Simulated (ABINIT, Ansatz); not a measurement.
# Be3N2 (R3m): bands and cutoff in G0W0 with ABINIT

What does each rung of G0W0 on Be3N2 (R3m) cost, and what does it buy?

Method: LDA and many-body steps on it, plane waves, in ABINIT 10.8.3.

## Step 1: The starting structure

The structure is trigonal, space group R3m (No. 160). Conventional cell: a = 2.840 Å, b = 2.840 Å, c = 14.599 Å, α = 90.00°, β = 90.00°, γ = 120.00°. Nearest to Be lie 3 N at 1.65 Å. Nearest to Be lie 4 N at 1.66 to 1.84 Å. Be has 4 N at 1.68 to 1.78 Å nearest. N has 5 Be at 1.65 to 1.68 Å nearest. Nearest to N lie 6 Be at 1.78 to 1.84 Å. Farther neighbours and most contacts between anions are not listed.

The cell and positions are those that the Materials Project relaxed with its own functionals (PBE, PBE+U or r2SCAN), kept fixed.

## Step 2: Empty states on the mesh, 4×4×4 mesh, 120 bands

This step: ABINIT 10.8.3; DFT, LDA, plane waves, norm-conserving pseudopotentials.

The sums over transitions need many empty states on a uniform mesh; this step solves for them.

Contents of run.abi:

```
acell 3*1.0 Angstrom
rprim 
  1.419805055509 0.819724830995 4.866215662800
  -1.419805055509 0.819724830995 4.866215662800
  -0.000000000000 -1.639449661990 4.866215662800
ntypat 2
znucl 4 7
natom 5
typat 1 1 1 2 2
xred 
  0.859001080000 0.859001080000 0.859001080000
  0.317694560000 0.317694560000 0.317694560000
  0.088806770000 0.088806770000 0.088806770000
  0.204162680000 0.204162680000 0.204162680000
  0.708434910000 0.708434910000 0.708434910000
pp_dirpath "pseudos"
pseudos "Be.upf, N.upf"
ecut 38
ngkpt 4 4 4
nshiftk 1
shiftk 0 0 0
kptopt 1
chksymbreak 0
irdden 1
istwfk *1
nband 120
prtvol 0
optdriver 6
gwr_task "HDIAGO"
paral_kgb 0
occopt 1
indata_prefix "in"
outdata_prefix "out"
tmpdata_prefix "tmp"
```

Launch:

```
$ OMP_NUM_THREADS=1 mpirun -n 4 abinit run.abi > log
```

Log:

```text
.Version 10.8.3 of ABINIT. v10.8.2 released Aug 2026.

 Symmetries : space group R3 m (#160); Bravais hR (rhombohedral)
[... echo of the input left out ...]
== DATASET  1 ==================================================================
-   mpi_nproc: 4, omp_nthreads: 1 (-1 if OMP is not activated)

--- !DatasetInfo
iteration_state: {dtset: 1, }
dimensions: {natom: 5, nkpt: 13, mband: 120, nsppol: 1, nspinor: 1, nspden: 1, mpw: 2590, }
cutoff_energies: {ecut:  38.0, pawecutdg:  -1.0, }
[...]
Indirect band gap semiconductor
 Fundamental gap:     2.731 (eV)
   VBM:     5.933 (eV) at k: [ 0.0000E+00,  0.0000E+00,  0.0000E+00]
   CBM:     8.664 (eV) at k: [ 5.0000E-01,  5.0000E-01,  0.0000E+00]
 Direct gap:         3.792 (eV) at k: [ 5.0000E-01,  5.0000E-01,  0.0000E+00]

== END DATASET(S) ==============================================================
================================================================================

 -outvars: echo values of variables after computation  --------
           etotal      0.0000000000E+00
            nband         120
             nkpt          13
          spgroup         160
 [... the other variables as echoed above ...]

 Calculation completed.
```

Wall time 58 s (4 MPI ranks of Arm Neoverse V2, shared host); peak memory 1.7 GiB; 3.9 min of CPU time.

This step gave:

```yaml
gap: 2.731 eV
k_of_the_valence_top: 0, 0, 0
k_of_the_conduction_bottom: 0.5, 0.5, 0
least_direct_gap: 3.792 eV
k_points_computed: 13
lowest_point_of_the_top_converged_band_above_the_valence_top: 101.1136 eV
```

On this mesh the gap is 2.731 eV.

The density comes from a self-consistent run that is not shown.

## Step 3: Screening, 4×4×4 mesh, 23 bands, screening to 76.2 eV

The RPA dielectric matrix is built and inverted for each q.

This step: RPA screening on LDA, plane waves, norm-conserving pseudopotentials.

Edit run.abi of step 2 so:

```diff
@@ -23,10 +23,11 @@
 chksymbreak 0
-irdden 1
 istwfk *1
-nband 120
-prtvol 0
-optdriver 6
-gwr_task "HDIAGO"
-paral_kgb 0
 occopt 1
+irdwfk 1
+optdriver 3
+nband 23
+ecuteps 2.8
+inclvkb 2
+awtr 1
+symchi 1
 indata_prefix "in"
```

Log:

```text
.Version 10.8.3 of ABINIT. v10.8.2 released Aug 2026.

 Symmetries : space group R3 m (#160); Bravais hR (rhombohedral)
[... echo of the input left out ...]
== DATASET  1 ==================================================================
-   mpi_nproc: 4, omp_nthreads: 1 (-1 if OMP is not activated)

--- !DatasetInfo
iteration_state: {dtset: 1, }
dimensions: {natom: 5, nkpt: 13, mband: 23, nsppol: 1, nspinor: 1, nspden: 1, mpw: 2590, }
cutoff_energies: {ecut:  38.0, pawecutdg:  -1.0, }
electrons: {nelect:   2.20000000E+01, charge:   0.00000000E+00, occopt:   1.00000000E+00, tsmear:   1.00000000E-02, }

 SCREENING: Calculation of the susceptibility and dielectric matrices

 Based on a program developped by R.W. Godby, V. Olevano, G. Onida, and L. Reining.
 Incorporated in ABINIT by V. Olevano, G.-M. Rignanese, and M. Torrent.
.Using double precision arithmetic ; gwpc =  8

[... cell and pseudopotentials left out ...]
--------------------------------------------------------------------------------

 ==== K-mesh for the wavefunctions ====
 Number of points in the irreducible wedge :    13
[... list of points left out ...]
 Together with  6 symmetry operations and time-reversal symmetry
 yields    64 points in the full Brillouin Zone.

 ==== Q-mesh for the screening function ====
 Number of points in the irreducible wedge :    13
[... list of points left out ...]
 Together with  6 symmetry operations and time-reversal symmetry
 yields    64 points in the full Brillouin Zone.

 setmesh: FFT mesh size selected  =    36x   36x   36
          total number of points  =        46656

 vcoul_init : cutoff-mode = AUXILIARY_FUNCTION
 q-points for optical limit:   1
     1)      0.000010    0.000020    0.000030

- screening: taking advantage of time-reversal symmetry
- Maximum band index for partially occupied states nbvw = 11
- Remaining bands to be divided among processors   nbcw = 12
- Number of bands treated by each node ~3

 Number of electrons calculated from density =   22.0000; Expected =   22.0000
 average of density, n =  0.095937
 r_s =    1.3551
 omega_plasma =   29.8778 [eV]

 calculating chi0 at frequencies [eV] :
  1    0.000000E+00    0.000000E+00
  2    0.000000E+00    2.987782E+01

--------------------------------------------------------------------------------
  q-point number  1        q = ( 0.000000, 0.000000, 0.000000) [r.l.u.]
--------------------------------------------------------------------------------
[... chi0 elements left out ...]
 For q-point:  0.000010 0.000020 0.000030
  dielectric constant =   4.7901
  dielectric constant without local fields =   5.0600

  Average fulfillment of the sum rule on Im[epsilon] for q-point    1 :     26.74  [%]
[... wings left out ...]
  q-point number  2        q = ( 0.250000, 0.000000, 0.000000) [r.l.u.]
--------------------------------------------------------------------------------
[... chi0 elements left out ...]
  Average fulfillment of the sum rule on Im[epsilon] for q-point    2 :     40.50  [%]

 [... 11 further q-points ...]
```

It took 10 s on 4 MPI ranks; peak memory 0.89 GiB; 40 s of CPU time.

This step gave:

```yaml
eps_infinity_with_local_fields_on_this_mesh_along_the_program_s_q_direction: 4.790
the_same_without_local_fields: 5.06
plasma_frequency: 29.88 eV
plane_waves_in_the_screening_matrix: 49
```

Local fields lower ε∞ by 5 %.

## Step 4: 23 bands, 76.2 eV

The self-energy is evaluated for the states that the input lists, and the levels follow from it, in one-shot runs by the linearised quasiparticle equation.

This step: G0W0 on LDA, plane waves, norm-conserving pseudopotentials.

Edit run.abi of step 3 so:

```diff
@@ -26,8 +26,17 @@
 irdwfk 1
-optdriver 3
+optdriver 4
 nband 23
+gwcalctyp 0
+ecutsigx 38
+symsigma 1
+nkptgw 2
+kptgw 
+  0.0000000000 0.0000000000 0.0000000000
+  0.5000000000 0.5000000000 0.0000000000
+bdgw 
+  10 13
+  10 13
 ecuteps 2.8
-inclvkb 2
-awtr 1
-symchi 1
+irdscr 1
+ppmodel 1
 indata_prefix "in"
```

Log:

```text
.Version 10.8.3 of ABINIT. v10.8.2 released Aug 2026.

 Symmetries : space group R3 m (#160); Bravais hR (rhombohedral)
[... echo of the input left out ...]
== DATASET  1 ==================================================================
-   mpi_nproc: 4, omp_nthreads: 1 (-1 if OMP is not activated)

--- !DatasetInfo
iteration_state: {dtset: 1, }
dimensions: {natom: 5, nkpt: 13, mband: 23, nsppol: 1, nspinor: 1, nspden: 1, mpw: 2590, }
cutoff_energies: {ecut:  38.0, pawecutdg:  -1.0, }
electrons: {nelect:   2.20000000E+01, charge:   0.00000000E+00, occopt:   1.00000000E+00, tsmear:   1.00000000E-02, }

 SIGMA: Calculation of the GW corrections

 Based on a program developped by R.W. Godby, V. Olevano, G. Onida, and L. Reining.
 Incorporated in ABINIT by V. Olevano, G.-M. Rignanese, and M. Torrent.
.Using double precision arithmetic ; gwpc =  8

[... cell and pseudopotentials left out ...]
--------------------------------------------------------------------------------

 ==== K-mesh for the wavefunctions ====
 Number of points in the irreducible wedge :    13
[... list of points left out ...]
 Together with  6 symmetry operations and time-reversal symmetry
 yields    64 points in the full Brillouin Zone.

 ==== Q-mesh for screening function ====
 Number of points in the irreducible wedge :    13
[... list of points left out ...]
 Together with  6 symmetry operations and time-reversal symmetry
 yields    64 points in the full Brillouin Zone.

 vcoul_init : cutoff-mode = AUXILIARY_FUNCTION
 q-points for optical limit:   1
     1)      0.000010    0.000020    0.000030
 setmesh: FFT mesh size selected  =    54x   54x   54
          total number of points  =       157464

 Number of electrons calculated from density =   22.0000; Expected =   22.0000
 average of density, n =  0.095937
 r_s =    1.3551
 omega_plasma =   29.8778 [eV]

 === KS Band Gaps ===
  >>>> For spin  1
   Minimum direct gap =   3.7920 [eV], located at k-point      :   0.5000  0.5000  0.0000
   Fundamental gap    =   2.7311 [eV], Top of valence bands at :   0.0000  0.0000  0.0000
                                       Bottom of conduction at :   0.5000  0.5000  0.0000
 SIGMA fundamental parameters:
 PLASMON POLE MODEL  1
 number of plane-waves for SigmaX                 2557
 number of plane-waves for SigmaC and W             49
 number of plane-waves for wavefunctions          2557
 number of bands                                    23
 number of independent spin polarizations            1
 number of spinorial components                      1
 number of k-points in IBZ                          13
 number of q-points in IBZ                          13
 number of symmetry operations                       6
 number of k-points in BZ                           64
 number of q-points in BZ                           64
 number of frequencies for dSigma/dE                 9
 frequency step for dSigma/dE [eV]                0.25
 number of omega for Sigma on real axis              0
 max omega for Sigma on real axis  [eV]           0.00
 zcut for avoiding poles [eV]                     0.10

 EPSILON^-1 parameters (SCR file):
 dimension of the eps^-1 matrix on file             49
 dimension of the eps^-1 matrix used                49
 number of plane-waves for wavefunctions          2557
 number of bands                                    23
 number of q-points in IBZ                          13
 number of frequencies                               2
 number of real frequencies                          1
 number of imag frequencies                          1

 matrix elements of self-energy operator (all in [eV])

 Perturbative Calculation

--- !SelfEnergy_ee
iteration_state: {dtset: 1, }
kpoint     : [   0.000,    0.000,    0.000, ]
spin       : 1
KS_gap     :    6.136
QP_gap     :    7.801
Delta_QP_KS:    1.665
data: !SigmaeeData |
     Band     E0 <VxcDFT>   SigX SigC(E0)      Z dSigC/dE  Sig(E)    E-E0       E
       10   5.933 -17.556 -21.694   4.242   0.811  -0.233 -17.472   0.084   6.017
       11   5.933 -17.556 -21.694   4.242   0.811  -0.233 -17.472   0.084   6.017
       12  12.069 -13.924  -8.230  -3.582   0.828  -0.208 -12.175   1.749  13.818
       13  13.753 -13.224  -6.984  -3.498   0.840  -0.190 -10.920   2.305  16.058

--- !SelfEnergy_ee
iteration_state: {dtset: 1, }
kpoint     : [   0.500,    0.500,    0.000, ]
spin       : 1
KS_gap     :    3.792
QP_gap     :    5.427
Delta_QP_KS:    1.635
data: !SigmaeeData |
     Band     E0 <VxcDFT>   SigX SigC(E0)      Z dSigC/dE  Sig(E)    E-E0       E
       10   4.591 -16.867 -21.327   4.394   0.807  -0.240 -16.920  -0.053   4.538
       11   4.872 -16.774 -20.801   4.049   0.810  -0.235 -16.757   0.018   4.890
       12   8.664 -11.330  -6.467  -2.917   0.850  -0.177  -9.677   1.653  10.317
       13  13.575 -11.850  -5.860  -3.302   0.850  -0.177  -9.566   2.284  15.859

== END DATASET(S) ==============================================================
================================================================================

 -outvars: echo values of variables after computation  --------
           etotal      0.0000000000E+00
            nband          23
             nkpt          13
          spgroup         160
 [... the other variables as echoed above ...]

 Calculation completed.
```

The job ended after 3.4 s (4 MPI ranks; peak memory 0.63 GiB).

Numbers from this step:

```yaml
g0w0_gap_on_the_points_computed: 4.3 eV
starting_gap_on_the_mesh: 2.731 eV
k_of_the_valence_top: 0, 0, 0
k_of_the_conduction_bottom: 0.5, 0.5, 0
z_at_the_valence_top: 0.811
z_at_the_conduction_bottom: 0.85
least_direct_g0w0_gap_on_the_computed_points: 5.427 eV
```

The gap on the mesh goes from 2.73 eV to 4.30 eV, a correction of +1.57 eV.

## Step 5: Screening, 4×4×4 mesh, 52 bands, screening to 141.5 eV

This step: RPA screening on LDA, plane waves, norm-conserving pseudopotentials.

Edit run.abi of step 4 so:

```diff
@@ -26,17 +26,8 @@
 irdwfk 1
-optdriver 4
-nband 23
-gwcalctyp 0
-ecutsigx 38
-symsigma 1
-nkptgw 2
-kptgw 
-  0.0000000000 0.0000000000 0.0000000000
-  0.5000000000 0.5000000000 0.0000000000
-bdgw 
-  10 13
-  10 13
-ecuteps 2.8
-irdscr 1
-ppmodel 1
+optdriver 3
+nband 52
+ecuteps 5.2
+inclvkb 2
+awtr 1
+symchi 1
 indata_prefix "in"
```

Log:

```text
.Version 10.8.3 of ABINIT. v10.8.2 released Aug 2026.

 Symmetries : space group R3 m (#160); Bravais hR (rhombohedral)
[... echo of the input left out ...]
== DATASET  1 ==================================================================
-   mpi_nproc: 4, omp_nthreads: 1 (-1 if OMP is not activated)

--- !DatasetInfo
iteration_state: {dtset: 1, }
dimensions: {natom: 5, nkpt: 13, mband: 52, nsppol: 1, nspinor: 1, nspden: 1, mpw: 2590, }
cutoff_energies: {ecut:  38.0, pawecutdg:  -1.0, }
electrons: {nelect:   2.20000000E+01, charge:   0.00000000E+00, occopt:   1.00000000E+00, tsmear:   1.00000000E-02, }

 SCREENING: Calculation of the susceptibility and dielectric matrices

 Based on a program developped by R.W. Godby, V. Olevano, G. Onida, and L. Reining.
 Incorporated in ABINIT by V. Olevano, G.-M. Rignanese, and M. Torrent.
.Using double precision arithmetic ; gwpc =  8

[... cell and pseudopotentials left out ...]
--------------------------------------------------------------------------------

 ==== K-mesh for the wavefunctions ====
 Number of points in the irreducible wedge :    13
[... list of points left out ...]
 Together with  6 symmetry operations and time-reversal symmetry
 yields    64 points in the full Brillouin Zone.

 ==== Q-mesh for the screening function ====
 Number of points in the irreducible wedge :    13
[... list of points left out ...]
 Together with  6 symmetry operations and time-reversal symmetry
 yields    64 points in the full Brillouin Zone.

 setmesh: FFT mesh size selected  =    40x   40x   40
          total number of points  =        64000

 vcoul_init : cutoff-mode = AUXILIARY_FUNCTION
 q-points for optical limit:   1
     1)      0.000010    0.000020    0.000030

- screening: taking advantage of time-reversal symmetry
- Maximum band index for partially occupied states nbvw = 11
- Remaining bands to be divided among processors   nbcw = 41
- Number of bands treated by each node ~10

 Number of electrons calculated from density =   22.0000; Expected =   22.0000
 average of density, n =  0.095937
 r_s =    1.3551
 omega_plasma =   29.8778 [eV]

 calculating chi0 at frequencies [eV] :
  1    0.000000E+00    0.000000E+00
  2    0.000000E+00    2.987782E+01

--------------------------------------------------------------------------------
  q-point number  1        q = ( 0.000000, 0.000000, 0.000000) [r.l.u.]
--------------------------------------------------------------------------------
[... chi0 elements left out ...]
 For q-point:  0.000010 0.000020 0.000030
  dielectric constant =   4.7641
  dielectric constant without local fields =   5.1741

  Average fulfillment of the sum rule on Im[epsilon] for q-point    1 :     56.60  [%]
[... wings left out ...]
  q-point number  2        q = ( 0.250000, 0.000000, 0.000000) [r.l.u.]
--------------------------------------------------------------------------------
[... chi0 elements left out ...]
  Average fulfillment of the sum rule on Im[epsilon] for q-point    2 :     66.92  [%]

 [... 11 further q-points ...]
```

Wall time 44 s (4 MPI ranks); peak memory 1.5 GiB; 2.9 min of CPU time.

This step gave:

* ε∞ with local fields, on this mesh, along the program's q direction: 4.764
* the same without local fields: 5.174
* plasma frequency: 29.88 eV
* plane waves in the screening matrix: 129

[end of part 1 of 2]

[Paths, hosts, dates, memory and timing lines, banners, echoed tables and standing remarks are left out of the program output.]

[Logs are printed without paths, hosts, clocks, repeated set-up lines and the standing remarks that a program may print on its own settings, such as how far it seeks lower states.]

[Runs of the session that timed out or met a known fault of the program may be left out.]

[Hosts, paths, dates, database ids (printed as entryN), source tags and the programs' standing remarks are cut or masked in the printed files.]

[G0W0 gaps are taken among the corrected bands and points alone; a level outside them can change the order at an edge.]

[Where Ansatz stands beside ABINIT at settings called matched, ABINIT's density can come from a denser mesh and the files from another edition; pairs whose starting gaps differed by over 0.03 eV were left out, so agreement reads better than it is.]
